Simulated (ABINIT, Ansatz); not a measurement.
**CdSe (F-43m): G0W0 with ABINIT, start to end**

Aim: the G0W0 gap of CdSe (F-43m) on PBE, step by step.

Program: ABINIT 10.8.3. Level of theory: PBE and many-body steps on it, plane waves. Values are calculated unless marked as measured.

**Experimental background.**

- Gap 1.69 ± 0.02 eV: direct gap from (alpha E)^2 extrapolation; spectroscopic ellipsometry; 300 K; film (fully relaxed MBE film, 304 nm) on GaAs(100) (“Band gap bowing of binary alloys: Experimental results compared to theoretical tight-binding supercell calculations for CdZnSe”, 2010, arxiv:1007.2297).

### Step 1. Set-up

Symmetry: F-43m, No. 216, cubic system. The conventional cell has a = 6.141 Å, b = 6.141 Å, c = 6.141 Å, α = 90.00°, β = 90.00°, γ = 90.00°. Cd has 4 Se at 2.66 Å nearest. Nearest to Se lie 4 Cd at 2.66 Å. Farther neighbours, and contacts between anions beyond the nearest, are not listed.

The cell and positions are those that the Materials Project relaxed with its own functionals (PBE, PBE+U or r2SCAN), kept fixed.

### Step 2. Ground state

This step: ABINIT 10.8.3; DFT, PBE, plane waves, norm-conserving pseudopotentials.

The ground-state density comes first.

Contents of run.abi:

```
acell 3*1.0 Angstrom
rprim 
  -0.000000000000 3.070271198600 3.070271198600
  3.070271198600 -0.000000000000 3.070271198600
  3.070271198600 3.070271198600 0.000000000000
ntypat 2
znucl 48 34
natom 2
typat 1 2
xred 
  0.000000000000 0.000000000000 0.000000000000
  0.750000000000 0.750000000000 0.750000000000
pp_dirpath "pseudos"
pseudos "Cd.upf, Se.upf"
ecut 48
ngkpt 6 6 6
nshiftk 1
shiftk 0 0 0
kptopt 1
chksymbreak 0
nband 27
occopt 1
tolvrs 1e-10
nstep 60
prtwf 0
optforces 0
optstress 0
indata_prefix "in"
outdata_prefix "out"
tmpdata_prefix "tmp"
```

Launch:

```console
> OMP_NUM_THREADS=1 mpirun -n 8 abinit run.abi > log
```

The program printed:

```text
.Version 10.8.3 of ABINIT. v10.8.2 released Aug 2026.

 Symmetries : space group F-4 3 m (#216); Bravais cF (face-center cubic)
================================================================================
 Values of the parameters that define the memory need of the present run
     intxc =       0    ionmov =       0      iscf =       7    lmnmax =       6
     lnmax =       6     mgfft =      54  mpssoang =       3    mqgrid =    3001
     natom =       2  nloc_mem =       1    nspden =       1   nspinor =       1
    nsppol =       1      nsym =      24    n1xccc =    2501    ntypat =       2
    occopt =       1   xclevel =       2
-    mband =          27        mffmem =           1         mkmem =           2
       mpw =        6233          nfft =      157464          nkpt =          16
================================================================================
  Rough estimation (10% accuracy) of disk space for files :
================================================================================

--------------------------------------------------------------------------------
------------- Echo of variables that govern the present computation ------------
--------------------------------------------------------------------------------
 -outvars: echo values of preprocessed input variables --------
            acell      1.8897261259E+00  1.8897261259E+00  1.8897261259E+00 Bohr

      chksymbreak           0
             ecut      4.80000000E+01 Hartree
-          fftalg         312

              ixc     -101130
              kpt      0.00000000E+00  0.00000000E+00  0.00000000E+00
                       1.66666667E-01  0.00000000E+00  0.00000000E+00
                       3.33333333E-01  0.00000000E+00  0.00000000E+00
                       5.00000000E-01  0.00000000E+00  0.00000000E+00
                       1.66666667E-01  1.66666667E-01  0.00000000E+00
                       3.33333333E-01  1.66666667E-01  0.00000000E+00
                       5.00000000E-01  1.66666667E-01  0.00000000E+00
                      -3.33333333E-01  1.66666667E-01  0.00000000E+00
                      -1.66666667E-01  1.66666667E-01  0.00000000E+00
   [... 5 further rows ...]
                      -3.33333333E-01  3.33333333E-01  1.66666667E-01
                      -3.33333333E-01  5.00000000E-01  1.66666667E-01
         kptrlatt        6    0    0      0    6    0      0    0    6
          kptrlen      4.92313624E+01
P           mkmem           2
            natom           2
            nband          27
            ngfft          54      54      54
             nkpt          16
            nstep          60
             nsym          24
           ntypat           2
              occ      2.000000  2.000000  2.000000  2.000000  2.000000  2.000000
                       2.000000  2.000000  2.000000  2.000000  2.000000  2.000000
                       2.000000  2.000000  2.000000  2.000000  2.000000  2.000000
                       2.000000  2.000000  2.000000  2.000000  0.000000  0.000000
[...]
optforces           0
        optstress           0
            prtwf           0
            rprim     -0.0000000000E+00  3.0702711986E+00  3.0702711986E+00
[...]
spgroup         216

           tolvrs      1.00000000E-10

             xred      0.0000000000E+00  0.0000000000E+00  0.0000000000E+00
[...]
znucl       48.00000   34.00000

================================================================================

 chkinp: Checking input parameters for consistency.

================================================================================
== DATASET  1 ==================================================================
-   mpi_nproc: 8, omp_nthreads: 1 (-1 if OMP is not activated)

--- !DatasetInfo
iteration_state: {dtset: 1, }
dimensions: {natom: 2, nkpt: 16, mband: 27, nsppol: 1, nspinor: 1, nspden: 1, mpw: 6233, }
cutoff_energies: {ecut:  48.0, pawecutdg:  -1.0, }
electrons: {nelect:   4.40000000E+01, charge:   0.00000000E+00, occopt:   1.00000000E+00, tsmear:   1.00000000E-02, }

 Real(R)+Recip(G) space primitive vectors, cartesian coordinates (Bohr,Bohr^-1):
 R(1)=  0.0000000  5.8019717  5.8019717  G(1)= -0.0861776  0.0861776  0.0861776
 R(2)=  5.8019717  0.0000000  5.8019717  G(2)=  0.0861776 -0.0861776  0.0861776
 R(3)=  5.8019717  5.8019717  0.0000000  G(3)=  0.0861776  0.0861776 -0.0861776
 Unit cell volume ucvol=  3.9062210E+02 bohr^3
 Angles (23,13,12)=  6.00000000E+01  6.00000000E+01  6.00000000E+01 degrees

 getcut: wavevector=  0.0000  0.0000  0.0000  ngfft=  54  54  54
         ecut(hartree)=     48.000   => boxcut(ratio)=   2.11089

--- Pseudopotential description ------------------------------------------------
- Cd Generated using ONCVPSP code by D. R. Hamann
- 48.00000  20.00000  171031                  znucl, zion, pspdat
12 -101130 2 -1 1368                          pspcod,pspxc,lmax,lloc,mmax
     nproj     2     2     2
  pspatm : epsatm=   19.67729986
         --- l  ekb(1:nproj) -->
[...]
pspatm: atomic psp has been read  and splines computed

- Se Generated using ONCVPSP code by D. R. Hamann
- 34.00000  24.00000  171031                  znucl, zion, pspdat
12 -101130 2 -1 1214                          pspcod,pspxc,lmax,lloc,mmax
     nproj     2     2     2
  pspatm : epsatm=   25.39064422
         --- l  ekb(1:nproj) -->
[...]
pspatm: atomic psp has been read  and splines computed

   1.98298954E+03                                ecore*ucvol(ha*bohr**3)
--------------------------------------------------------------------------------

_setup2: Arith. and geom. avg. npw (full set) are    6205.468    6205.452

================================================================================

--- !BeginCycle
iteration_state: {dtset: 1, }
solver: {iscf: 7, nstep: 60, nline: 4, wfoptalg: 0, }
tolerances: {tolvrs: 1.00E-10, }

     iter   Etot(hartree)      deltaE(h)  residm     vres2
 ETOT  1  -512.09799868822    -5.121E+02 1.832E+00 4.803E+02
 ETOT  2  -513.43726474098    -1.339E+00 2.032E-02 3.017E+02
 ETOT  3  -513.47097606435    -3.371E-02 9.883E-04 1.140E+01
 ETOT  4  -513.47142403770    -4.480E-04 1.576E-04 3.720E+00
 ETOT  5  -513.47170863122    -2.846E-04 5.436E-05 8.122E-02
 ETOT  6  -513.47171616764    -7.536E-06 3.715E-05 7.719E-03
 ETOT  7  -513.47171642557    -2.579E-07 1.358E-05 4.974E-03
 ETOT  8  -513.47171677574    -3.502E-07 9.369E-06 1.597E-04
 ETOT  9  -513.47171679327    -1.753E-08 3.360E-06 1.031E-05
 ETOT 10  -513.47171679418    -9.120E-10 2.356E-06 1.773E-08
 ETOT 11  -513.47171679417     7.844E-12 8.456E-07 1.776E-09
 ETOT 12  -513.47171679415     1.694E-11 5.984E-07 2.181E-10
 ETOT 13  -513.47171679417    -1.637E-11 2.135E-07 4.150E-12

 At SCF step   13       vres2   =  4.15E-12 < tolvrs=  1.00E-10 =>converged.

--- !ResultsGS
iteration_state: {dtset: 1, }
comment   : Summary of ground state results
lattice_vectors:
- [ -0.0000000,   5.8019717,   5.8019717, ]
- [  5.8019717,  -0.0000000,   5.8019717, ]
- [  5.8019717,   5.8019717,   0.0000000, ]
lattice_lengths: [   8.20523,    8.20523,    8.20523, ]
lattice_angles: [ 60.000,  60.000,  60.000, ] # degrees, (23, 13, 12)
lattice_volume:   3.9062210E+02
convergence: {deltae: -1.637E-11, res2:  4.150E-12, residm:  2.135E-07, diffor:  0.000E+00, }
etotal    :  -5.13471717E+02
entropy   :   0.00000000E+00
fermie    :   1.66673775E-01
cartesian_stress_tensor: null
pressure_GPa: null
xred      :
- [  0.0000E+00,   0.0000E+00,   0.0000E+00, Cd]
- [  7.5000E-01,   7.5000E-01,   7.5000E-01, Se]
cartesian_forces: null
force_length_stats: {min: null, max: null, mean: null, }

 Integrated electronic density in atomic spheres:
 ------------------------------------------------
 Atom  Sphere_radius  Integrated_density
    1        2.00000         17.17162923
    2        2.00000         21.23608805
================================================================================

 ----iterations are completed or convergence reached----

 Mean square residual over all n,k,spin=   49.635E-11; max=  21.347E-08
 reduced coordinates (array xred) for    2 atoms
       0.000000      0.000000      0.000000
       0.750000      0.750000      0.750000
 rms dE/dt=  0.0000E+00; max dE/dt=  0.0000E+00; dE/dt below (all hartree)
    1       0.000000      0.000000      0.000000
    2       0.000000      0.000000      0.000000

 cartesian coordinates (angstrom) at end:
    1      0.000000     0.000000     0.000000
    2      4.605407     4.605407     4.605407
 length scales=  1.889726  1.889726  1.889726 bohr
              =  1.000000  1.000000  1.000000 angstroms
 prteigrs : about to open file out_EIG
 Fermi (or HOMO) energy (hartree) =   0.16667   Average Vxc (hartree)=  -0.33769
 Eigenvalues (hartree) for nkpt=  16  k points:
 kpt#   1, nband= 27, wtk=  0.00463, kpt=  0.0000  0.0000  0.0000 (reduced coord)
  -7.44022   -5.21570   -5.21570   -5.21570   -3.56872   -2.13724   -2.13724   -2.13724
  -1.54673   -1.54673   -1.54673   -1.54661   -1.54661   -0.29035   -0.12155   -0.12155
  -0.12155   -0.10894   -0.10894    0.16667    0.16667    0.16667    0.18678    0.38514
   0.38514    0.38514    0.52216
 prteigrs : prtvol=0 or 1, do not print more k-points.

--- !EnergyTerms
iteration_state     : {dtset: 1, }
comment             : Components of total free energy in Hartree
kinetic             :  2.080492E+02
hartree             :  2.116262E+02
xc                  : -5.303012E+01
Ewald energy        : -2.259871E+02
psp_core            :  5.076491E+00
local_psp           : -5.828648E+02
non_local_psp       : -7.634160E+01
total_energy        : -5.134717E+02
total_energy_eV     : -1.397228E+04
band_energy         : -8.271426E+01

== END DATASET(S) ==============================================================
================================================================================

 -outvars: echo values of variables after computation  --------
           etotal     -5.1347171679E+02
            nband          27
             nkpt          16
          spgroup         216
 [... the other variables as echoed above ...]

 Calculation completed.
```

Elapsed: 12 s, on 8 MPI ranks of AMD EPYC 9B45 (Zen 5), shared host; peak memory 0.84 GiB.

Read from the output:

```yaml
total_energy: -13972.2772 eV
gap: 0.5472 eV
k_of_the_valence_top: 0, 0, 0
k_of_the_conduction_bottom: 0, 0, 0
least_direct_gap: 0.5472 eV
```

The gap is direct, at Γ.

(Continued in part 2 of 3.)

[Long decimals in the printed logs are rounded to 6 places.]

[Logs are printed without paths, hosts, clocks, repeated set-up lines and the standing remarks that a program may print on its own settings, such as how far it seeks lower states.]

[Paths, hosts, dates, memory and timing lines, banners, echoed tables and standing remarks are left out of the program output; an Ansatz launch command may be rebuilt from the run's recorded settings. Measured values are a selection of at most five: reports struck by readers or far from the other reports are left out. None is set beside runs whose start may be inverted or whose files or cutoffs have a known fault.]

[Runs of the session that timed out or met a known fault of the program may be left out.]

[Hosts, paths, dates, database ids (printed as entryN), source tags and the programs' standing remarks are cut or masked in the printed files.]

[G0W0 gaps are taken among the corrected bands and points alone; a level outside them can change the order at an edge.]

[Where Ansatz stands beside ABINIT at settings called matched, ABINIT's density can come from a denser mesh and the files from another edition; pairs whose starting gaps differed by over 0.03 eV were left out, so agreement reads better than it is.]
